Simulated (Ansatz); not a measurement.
# Au(111) with 4 thermally displaced layers, 2x2: scattering by thermal displacements, part 2 of 2

Wanted: the phonon-limited resistivity of Au at 300 K by the Landauer route. The measured value for the pure metal at this temperature is 2.271 µΩ cm (CRC Handbook of Chemistry and Physics, 84th ed., 2003, Electrical Resistivity of Pure Metals).

Ansatz 0.2.0; Ansatz plane-wave DFT, PBE, PAW files; ballistic transport by layer matching (Landauer), zero bias; PAW set soft_1.

So far. Step 2 (With 4 displaced layers): Over the solved energies the transmission per spin lies between 3.10 and 3.11, out of 3.21 channels of the lead on average (up to 3.21).

## (3) With 8 displaced layers

Each atom of 8 layers is moved at random, by amounts drawn from a normal law 0.0906 Å wide in each direction from the Debye model (165 K) at 300 K. A fresh draw is used; the growth of the resistance with length is what counts.

System of this step: Au(111) with 8 thermally displaced layers, 2x2. The cell holds 56 atoms: 56 Au. Cell: a = 5.768 Å, b = 5.768 Å, c = 33.006 Å, α = 87.5°, β = 92.5°, γ = 120.0°. It derives from Au. Regions: lead, 24 atoms (24 Au); scattering region, 32 atoms (32 Au). The structure is stacked along c, and the current runs across the ab planes.

Input file input.yaml:

```yaml
crystal:
  lattice:
    - [5.7675164607, 0.0, 0.0]
    - [-2.8837582304, 4.9948157718, 0.0]
    - [-1.4418791152, 0.8324692953, 32.9641022945]
  atoms:
    - { symbol: Au, position: [0.005952381, 0.994047619, 0.0357142857] }
    - { symbol: Au, position: [0.005952381, 0.494047619, 0.0357142857] }
    - { symbol: Au, position: [0.505952381, 0.994047619, 0.0357142857] }
    - { symbol: Au, position: [0.505952381, 0.494047619, 0.0357142857] }
    - { symbol: Au, position: [0.1845238095, 0.3154761905, 0.1071428571] }
    - { symbol: Au, position: [0.1845238095, 0.8154761905, 0.1071428571] }
    - { symbol: Au, position: [0.6845238095, 0.3154761905, 0.1071428571] }
    - { symbol: Au, position: [0.6845238095, 0.8154761905, 0.1071428571] }
    - { symbol: Au, position: [0.3630952381, 0.1369047619, 0.1785714286] }
    - { symbol: Au, position: [0.3630952381, 0.6369047619, 0.1785714286] }
    - { symbol: Au, position: [0.8630952381, 0.1369047619, 0.1785714286] }
    - { symbol: Au, position: [0.8630952381, 0.6369047619, 0.1785714286] }
    - { symbol: Au, position: [0.0820620127, 0.9820258871, 0.2509823167] }
    - { symbol: Au, position: [0.022944449, 0.4579517968, 0.2518044255] }
    - { symbol: Au, position: [0.5252073722, 0.9653040102, 0.2511815485] }
    - { symbol: Au, position: [0.5415582096, 0.4371563039, 0.2481812055] }
    - { symbol: Au, position: [0.2035683332, 0.2577446179, 0.3262094999] }
    - { symbol: Au, position: [0.2153127274, 0.7858479412, 0.3207178438] }
    - { symbol: Au, position: [0.757380249, 0.3034234002, 0.3231694416] }
    - { symbol: Au, position: [0.6864063039, 0.7803925185, 0.3233077914] }
    - { symbol: Au, position: [0.4098118481, 0.0891468245, 0.3978652301] }
    - { symbol: Au, position: [0.3724939185, 0.588761856, 0.395427276] }
    - { symbol: Au, position: [0.9178284512, 0.1374279582, 0.3933753178] }
    - { symbol: Au, position: [0.8849377053, 0.5948412554, 0.3898579547] }
    - { symbol: Au, position: [0.0632928741, 0.9337886138, 0.4658831407] }
    - { symbol: Au, position: [0.0916477708, 0.408156535, 0.468928494] }
    - { symbol: Au, position: [0.5869479162, 0.9513774255, 0.4630961337] }
    - { symbol: Au, position: [0.5685646887, 0.4266776908, 0.4671208267] }
    - { symbol: Au, position: [0.252556587, 0.2340404225, 0.5320277306] }
    - { symbol: Au, position: [0.2389474354, 0.7527129999, 0.538434669] }
    - { symbol: Au, position: [0.7440266716, 0.2241584537, 0.5381139805] }
    - { symbol: Au, position: [0.7296544177, 0.7308279117, 0.5374212518] }
    - { symbol: Au, position: [0.4024122934, 0.0727514758, 0.6055441251] }
    - { symbol: Au, position: [0.4356465512, 0.5640103575, 0.6076984006] }
    - { symbol: Au, position: [0.9392016442, 0.0510682297, 0.6110486516] }
    - { symbol: Au, position: [0.954117049, 0.5802480521, 0.6103446705] }
    - { symbol: Au, position: [0.1331586815, 0.9021819057, 0.6787792096] }
    - { symbol: Au, position: [0.0891033782, 0.3848075361, 0.6764562955] }
    - { symbol: Au, position: [0.5928278553, 0.8918536108, 0.6770086802] }
    - { symbol: Au, position: [0.5875799505, 0.3678615271, 0.6793092155] }
    - { symbol: Au, position: [0.3092898255, 0.2323293789, 0.7499617533] }
    - { symbol: Au, position: [0.3212794564, 0.7332438254, 0.7531614127] }
    - { symbol: Au, position: [0.7658078773, 0.2304663446, 0.7509334995] }
    - { symbol: Au, position: [0.8018664876, 0.714892136, 0.7510520688] }
    - { symbol: Au, position: [0.4702380952, 0.0297619048, 0.8214285714] }
    - { symbol: Au, position: [0.4702380952, 0.5297619048, 0.8214285714] }
    - { symbol: Au, position: [0.9702380952, 0.0297619048, 0.8214285714] }
    - { symbol: Au, position: [0.9702380952, 0.5297619048, 0.8214285714] }
    - { symbol: Au, position: [0.1488095238, 0.8511904762, 0.8928571429] }
    - { symbol: Au, position: [0.1488095238, 0.3511904762, 0.8928571429] }
    - { symbol: Au, position: [0.6488095238, 0.8511904762, 0.8928571429] }
    - { symbol: Au, position: [0.6488095238, 0.3511904762, 0.8928571429] }
    - { symbol: Au, position: [0.3273809524, 0.1726190476, 0.9642857143] }
    - { symbol: Au, position: [0.3273809524, 0.6726190476, 0.9642857143] }
    - { symbol: Au, position: [0.8273809524, 0.1726190476, 0.9642857143] }
    - { symbol: Au, position: [0.8273809524, 0.6726190476, 0.9642857143] }
kpoints:
  mp_grid: { grid: [5, 5, 1] }
hamiltonian:
  xc: pbe
  pseudopotentials: { kind: paw, azcp: { folder: soft_1 } }
scf:
  occupations: { method: fermi_dirac, width: 0.1 }
output:
  transmission:
    leads: [[0, 4]]
    kmesh: [10, 10]
    e_range: [-0.05, 0.05]
    de: 0.05
  write_potential: true
  write_density: true
  volumetric_format: npy
```

On the command line:

```bash
ansatz run input.yaml --threads 4 --pin off --max-ram 15360MiB --backend cpu --events-out ev --progress --plain --runs-dir out
```

Numbers of over 12 decimals in the logs are rounded to 6 here.

Output:

```text
[...]
Crystal: 56 atoms, lattice volume = 949.619 Å³
Basis set: ecut = 420 eV, 18659 PW (Γ)
Bands: 639, of which v1, the nominal top of the filled ones, is band 532 counted from 1 (531 counted from 0)
Symmetry: 1 space group operations
[...]
k-points: 13 of 25 (time reversal used)
[...]
SCF iter   1: F=—  HF=-736476.484035 eV  |F-HF|=—  |Δ(HF+E_count)|=         —  Δρ=6.74e-2  dr2=4.73e1  ethr=3.10e-3  ⟨swp⟩=4.0  Hψ=24702  notcnv=0  defer=195
[...]
SCF iter  11: F=-736462.593547 eV  HF=-736462.593547 eV  |F-HF|=2.91e-9  |Δ(HF+E_count)|=   5.36e-9  Δρ=6.66e-7  dr2=6.73e-9  ethr=9.40e-12  ⟨swp⟩=2.0  Hψ=15186  notcnv=0
SCF 1 converged in 11 iterations: F = -736462.593547 eV  dr2 = 6.73e-9
[...]
transmission: 226 of 2236 steps passed
transmission: 448 of 2236 steps passed
[...]
transmission: 2236 of 2236 steps passed
SCF converged after 11 iterations
Free energy (F): -736462.593547 eV
[...]
Internal energy: -736461.933123 eV  (E = F + TS)
E sigma→0 (E₀):  -736462.263335 eV
Entropy (-TS):   -0.660424 eV (-11.793 meV/atom)
Fermi energy:    20.728157 eV
[...]
--- Band table (eV; the first three rows and the last of 13) ---
  k-point 0: bands = [... 528 lower, 20.9075, 21.1695, 21.1941, 21.3694, 21.4353, 21.4503, 21.4752, 21.5659, ... 103 higher]
  k-point 1: bands = [... 528 lower, 20.3980, 20.5052, 20.6107, 20.6888, 20.7717, 20.7779, 20.8558, 20.9050, ... 103 higher]
  k-point 2: bands = [... 528 lower, 20.4691, 20.5409, 20.5665, 20.6516, 20.7494, 20.7771, 20.8856, 21.0093, ... 103 higher]
  k-point 12: bands = [... 528 lower, 19.9289, 19.9555, 20.1735, 20.7952, 20.9639, 21.1795, 21.2174, 21.2928, ... 103 higher]
--- Transmission ---
  basis      : 253 plane waves across, 43 finite elements along
  points     : 52, standing for a mesh of 10 x 10
[...]
channels       : 3.210000e0 a spin
[...]
junction   : crystal 0 to crystal 0, 0.70 to 31.31 Å
    transmission   : 2.982344e0 a spin
[...]
```

Wall time 18 min (4 threads of Arm Neoverse V2, shared host); peak memory 8.2 GiB.

This step gave:

```yaml
free_energy: -736462.5935 eV
energy_at_zero_smearing: -736462.2633 eV
transmission_per_spin_nearest_the_fermi_level: 2.982
step_of_the_lead_s_potential: 4 meV
```

Per spin. The transmission, zone mean by energy, zero at the Fermi level:

```csv
energy (eV),"transmission, zone mean"
-0.0500,2.95
0.0000,2.98
0.0500,3.00
```

Over the solved energies the transmission per spin lies between 2.95 and 3.00, out of 3.21 channels of the lead on average (up to 3.21).

## (4) With 12 displaced layers

Each atom of 12 layers is moved at random, by amounts drawn from a normal law 0.0906 Å wide in each direction from the Debye model (165 K) at 300 K. A fresh draw is used; the growth of the resistance with length is what counts.

System of this step: Au(111) with 12 thermally displaced layers, 2x2. The cell holds 72 atoms: 72 Au. Cell: a = 5.768 Å, b = 5.768 Å, c = 42.382 Å, α = 90.0°, β = 90.0°, γ = 120.0°. It derives from Au. Regions: lead, 24 atoms (24 Au); scattering region, 48 atoms (48 Au). The structure is stacked along c, and the current runs across the ab planes.

Input file input.yaml:

```yaml
crystal:
  lattice:
    - [5.7675164607, 0.0, 0.0]
    - [-2.8837582304, 4.9948157718, 0.0]
    - [0.0, 0.0, 42.3824172358]
  atoms:
    - { symbol: Au, position: [0.0, 0.0, 0.0277777778] }
    - { symbol: Au, position: [0.0, 0.5, 0.0277777778] }
    - { symbol: Au, position: [0.5, 0.0, 0.0277777778] }
    - { symbol: Au, position: [0.5, 0.5, 0.0277777778] }
    - { symbol: Au, position: [0.1666666667, 0.3333333333, 0.0833333333] }
    - { symbol: Au, position: [0.1666666667, 0.8333333333, 0.0833333333] }
    - { symbol: Au, position: [0.6666666667, 0.3333333333, 0.0833333333] }
    - { symbol: Au, position: [0.6666666667, 0.8333333333, 0.0833333333] }
    - { symbol: Au, position: [0.3333333333, 0.1666666667, 0.1388888889] }
    - { symbol: Au, position: [0.3333333333, 0.6666666667, 0.1388888889] }
    - { symbol: Au, position: [0.8333333333, 0.1666666667, 0.1388888889] }
    - { symbol: Au, position: [0.8333333333, 0.6666666667, 0.1388888889] }
    - { symbol: Au, position: [0.0017625796, 0.9934892332, 0.1903790418] }
    - { symbol: Au, position: [0.9909990246, 0.4854201265, 0.196753667] }
    - { symbol: Au, position: [0.49622064, 0.0015142614, 0.1926281181] }
    - { symbol: Au, position: [0.4918735698, 0.4997907877, 0.1912689417] }
    - { symbol: Au, position: [0.1704283104, 0.3314091592, 0.2474651142] }
    - { symbol: Au, position: [0.133644126, 0.8426402125, 0.2493638113] }
    - { symbol: Au, position: [0.6561983429, 0.3290494361, 0.2538833451] }
    - { symbol: Au, position: [0.6666699451, 0.8349046259, 0.2468208678] }
    - { symbol: Au, position: [0.3675345703, 0.1833101017, 0.3078364975] }
    - { symbol: Au, position: [0.3423964271, 0.6832949873, 0.3063485826] }
    - { symbol: Au, position: [0.8415860608, 0.1639058527, 0.3024046107] }
    - { symbol: Au, position: [0.8319462265, 0.6315660708, 0.305042608] }
    - { symbol: Au, position: [0.9873281169, 0.9810822863, 0.3624218737] }
    - { symbol: Au, position: [0.9928903979, 0.4920751119, 0.3622224525] }
    - { symbol: Au, position: [0.5051111966, 0.025196404, 0.3618624678] }
    - { symbol: Au, position: [0.4749135814, 0.4647306032, 0.3583153367] }
    - { symbol: Au, position: [0.1832816769, 0.3324153644, 0.416061389] }
    - { symbol: Au, position: [0.1808482022, 0.8100657923, 0.4154146207] }
    - { symbol: Au, position: [0.6645605091, 0.3439696213, 0.4152481309] }
    - { symbol: Au, position: [0.6424710557, 0.8042155682, 0.4182259031] }
    - { symbol: Au, position: [0.3416769061, 0.1580250871, 0.4725714178] }
    - { symbol: Au, position: [0.3087466043, 0.6581078717, 0.4751680686] }
    - { symbol: Au, position: [0.856420901, 0.2085771714, 0.4705393257] }
    - { symbol: Au, position: [0.8406762796, 0.6631201477, 0.4734318534] }
    - { symbol: Au, position: [0.9947965814, 0.9898197421, 0.5259229471] }
    - { symbol: Au, position: [0.0474655791, 0.4985969435, 0.5234664686] }
    - { symbol: Au, position: [0.4959604496, 0.0122997907, 0.526708837] }
    - { symbol: Au, position: [0.5304643267, 0.5181837264, 0.5274521013] }
    - { symbol: Au, position: [0.1501345487, 0.3151060208, 0.581836913] }
    - { symbol: Au, position: [0.154447755, 0.8551813485, 0.586734006] }
    - { symbol: Au, position: [0.6362148774, 0.3118973427, 0.5795525281] }
    - { symbol: Au, position: [0.623349802, 0.7769836965, 0.5808913173] }
    - { symbol: Au, position: [0.3505724467, 0.1603960905, 0.640715858] }
    - { symbol: Au, position: [0.3416211291, 0.698605561, 0.6393147862] }
    - { symbol: Au, position: [0.8504828867, 0.2129682032, 0.6381952182] }
    - { symbol: Au, position: [0.8159793919, 0.6703293588, 0.6388058656] }
    - { symbol: Au, position: [0.0083925224, 0.9832813567, 0.696164805] }
    - { symbol: Au, position: [0.0073405891, 0.4878880048, 0.6947934349] }
    - { symbol: Au, position: [0.5082257148, 0.0425534774, 0.6929391028] }
    - { symbol: Au, position: [0.4832149805, 0.4806654625, 0.6937044906] }
    - { symbol: Au, position: [0.1735382873, 0.3472611981, 0.7486948738] }
    - { symbol: Au, position: [0.1509004625, 0.8076379029, 0.7482311418] }
    - { symbol: Au, position: [0.7194042979, 0.3522217152, 0.7483294361] }
    - { symbol: Au, position: [0.6368076557, 0.815636045, 0.7499536283] }
    - { symbol: Au, position: [0.3271274702, 0.1531638007, 0.802805058] }
    - { symbol: Au, position: [0.3597755836, 0.6748603407, 0.804754787] }
    - { symbol: Au, position: [0.8250638697, 0.157060867, 0.7992787438] }
    - { symbol: Au, position: [0.825440412, 0.6472467542, 0.8034119714] }
    - { symbol: Au, position: [0.0, 0.0, 0.8611111111] }
    - { symbol: Au, position: [0.0, 0.5, 0.8611111111] }
    - { symbol: Au, position: [0.5, 0.0, 0.8611111111] }
    - { symbol: Au, position: [0.5, 0.5, 0.8611111111] }
    - { symbol: Au, position: [0.1666666667, 0.3333333333, 0.9166666667] }
    - { symbol: Au, position: [0.1666666667, 0.8333333333, 0.9166666667] }
    - { symbol: Au, position: [0.6666666667, 0.3333333333, 0.9166666667] }
    - { symbol: Au, position: [0.6666666667, 0.8333333333, 0.9166666667] }
    - { symbol: Au, position: [0.3333333333, 0.1666666667, 0.9722222222] }
    - { symbol: Au, position: [0.3333333333, 0.6666666667, 0.9722222222] }
    - { symbol: Au, position: [0.8333333333, 0.1666666667, 0.9722222222] }
    - { symbol: Au, position: [0.8333333333, 0.6666666667, 0.9722222222] }
kpoints:
  mp_grid: { grid: [5, 5, 1] }
hamiltonian:
  xc: pbe
  pseudopotentials: { kind: paw, azcp: { folder: soft_1 } }
scf:
  occupations: { method: fermi_dirac, width: 0.1 }
output:
  transmission:
    leads: [[0, 4]]
    kmesh: [10, 10]
    e_range: [-0.05, 0.05]
    de: 0.05
  write_potential: true
  write_density: true
  volumetric_format: npy
```

Output:

```text
[...]
Crystal: 72 atoms, lattice volume = 1220.939 Å³
Basis set: ecut = 420 eV, 23937 PW (Γ)
Bands: 821, of which v1, the nominal top of the filled ones, is band 684 counted from 1 (683 counted from 0)
Symmetry: 1 space group operations
[...]
k-points: 13 of 25 (time reversal used)
[...]
SCF iter   1: F=—  HF=-946896.964597 eV  |F-HF|=—  |Δ(HF+E_count)|=         —  Δρ=6.73e-2  dr2=6.06e1  ethr=3.10e-3  ⟨swp⟩=4.0  Hψ=31694  notcnv=0  defer=289
[...]
SCF iter  11: F=-946879.158877 eV  HF=-946879.158877 eV  |F-HF|=2.15e-8  |Δ(HF+E_count)|=  3.49e-10  Δρ=6.32e-7  dr2=2.53e-8  ethr=7.31e-12  ⟨swp⟩=8.5  Hψ=39862  notcnv=0
SCF 1 converged in 11 iterations: F = -946879.158877 eV  dr2 = 2.53e-8
[...]
transmission: 278 of 2756 steps passed
transmission: 552 of 2756 steps passed
[...]
transmission: 2756 of 2756 steps passed
SCF converged after 11 iterations
Free energy (F): -946879.158877 eV
[...]
Internal energy: -946878.372374 eV  (E = F + TS)
E sigma→0 (E₀):  -946878.765626 eV
Entropy (-TS):   -0.786503 eV (-10.924 meV/atom)
Fermi energy:    20.710647 eV
[...]
--- Band table (eV; the first three rows and the last of 13) ---
  k-point 0: bands = [... 680 lower, 20.9320, 21.2798, 21.2911, 21.3425, 21.3685, 21.3903, 21.4137, 21.5522, ... 133 higher]
  k-point 1: bands = [... 680 lower, 20.4596, 20.5616, 20.5783, 20.6832, 20.7152, 20.8046, 20.8175, 20.9172, ... 133 higher]
  k-point 2: bands = [... 680 lower, 20.5173, 20.5398, 20.5791, 20.6273, 20.7155, 20.7539, 20.7983, 20.8177, ... 133 higher]
  k-point 12: bands = [... 680 lower, 19.9785, 20.3225, 20.3493, 20.7251, 20.7564, 21.0318, 21.0450, 21.4573, ... 133 higher]
--- Transmission ---
  basis      : 253 plane waves across, 53 finite elements along
  points     : 52, standing for a mesh of 10 x 10
[...]
channels       : 3.190000e0 a spin
[...]
junction   : crystal 0 to crystal 0, 0.70 to 40.73 Å
    transmission   : 2.824136e0 a spin
[...]
```

It took 32 min on 4 threads; peak memory 9.8 GiB.

Numbers from this step:

```yaml
free_energy: -946879.1589 eV
energy_at_zero_smearing: -946878.7656 eV
fermi_energy: 20.71 eV
transmission_per_spin_nearest_the_fermi_level: 2.824
open_channels_per_spin_nearest_the_fermi_level: 3.19
step_of_the_lead_s_potential: 9.2 meV
```

Per spin. Table of transmission, zone mean by energy, zero at the Fermi level:

```csv
energy (eV),"transmission, zone mean"
-0.0500,2.82
0.0000,2.82
0.0500,2.87
```

Over the solved energies the transmission per spin lies between 2.82 and 2.87, out of 3.20 channels of the lead on average (up to 3.21).

## (5) The fit

This step: Ansatz plane-wave DFT, PBE, PAW files; ballistic transport by layer matching (Landauer), zero bias; resistivity from the slope of the area resistance; PAW set soft_1 (Ansatz 0.2.0).

This step gave:

- resistivity: 5.867 µΩ cm
- intercept: -0.01745 fΩ m²
- scatter about the fit: 0.002111 fΩ m²

Resistance, by row:

```csv
run,length (Å),T,channels N,RA (fΩ m²)
n4,9.418,3.105,3.21,0.0393
n8,18.84,2.978,3.21,0.09008
n12,28.25,2.837,3.203,0.1498
```

The area resistance by length of the displaced region:

```csv
length of the displaced region (Å),area resistance (fΩ m²)
9.42,0.0393
18.84,0.0901
28.25,0.150
```

The area resistance goes from 0.039 to 0.15 fΩ m² between 9.4 and 28.3 Å, a slope of 5.9 µΩ cm.

By hand from the end points: (0.1498 − 0.03930) fΩ m² / (28.25 − 9.42) Å = 5.9 µΩ cm, since 1 fΩ m² per Å is 1000 µΩ cm.

## (6) Summary of results

| Quantity | Value |
| --- | --- |
| resistivity from the slope | 5.87 µΩ cm |
| area resistance over 9.42 Å | 0.0393 fΩ m² |
| area resistance over 18.8 Å | 0.0901 fΩ m² |
| area resistance over 28.3 Å | 0.150 fΩ m² |

What this shows: The slope gives 5.9 µΩ cm. The points scatter by 0.0021 fΩ m² about the line, with one random draw a length in a 2x2 cell, so the slope is a rough value. The mean square of the displacements drawn is 0.78, 0.99 and 1.2 of the nominal one at the three lengths; with each resistance scaled back by that, the slope is 4.1 µΩ cm, the value used below. Read with a model of isotropic scattering on a spherical Fermi surface and the lead's 0.86×10¹⁵ S/m², this slope means a mean free path near 254 Å; over these lengths the model's slope is 1.19 times its bulk resistivity, which would be 3.4 µΩ cm. Uncorrelated displacements put too much weight on short waves, which scatter strongly; with the sideways repeat of a small cell, one draw and three short lengths, the method is good to a factor of two or three. The measured value is 2.271 µΩ cm (CRC Handbook of Chemistry and Physics, 84th ed., 2003, Electrical Resistivity of Pure Metals); the scaled slope is 1.8 times that and the corrected value 1.5: clearly high. Spin-orbit coupling is left out, which matters for Au.

[Logs are printed without paths, hosts, clocks, repeated set-up lines and the standing remarks that a program may print on its own settings, such as how far it seeks lower states.]

[Hosts, paths, dates, database ids (printed as entryN), source tags and the programs' standing remarks are cut or masked in the printed files.]
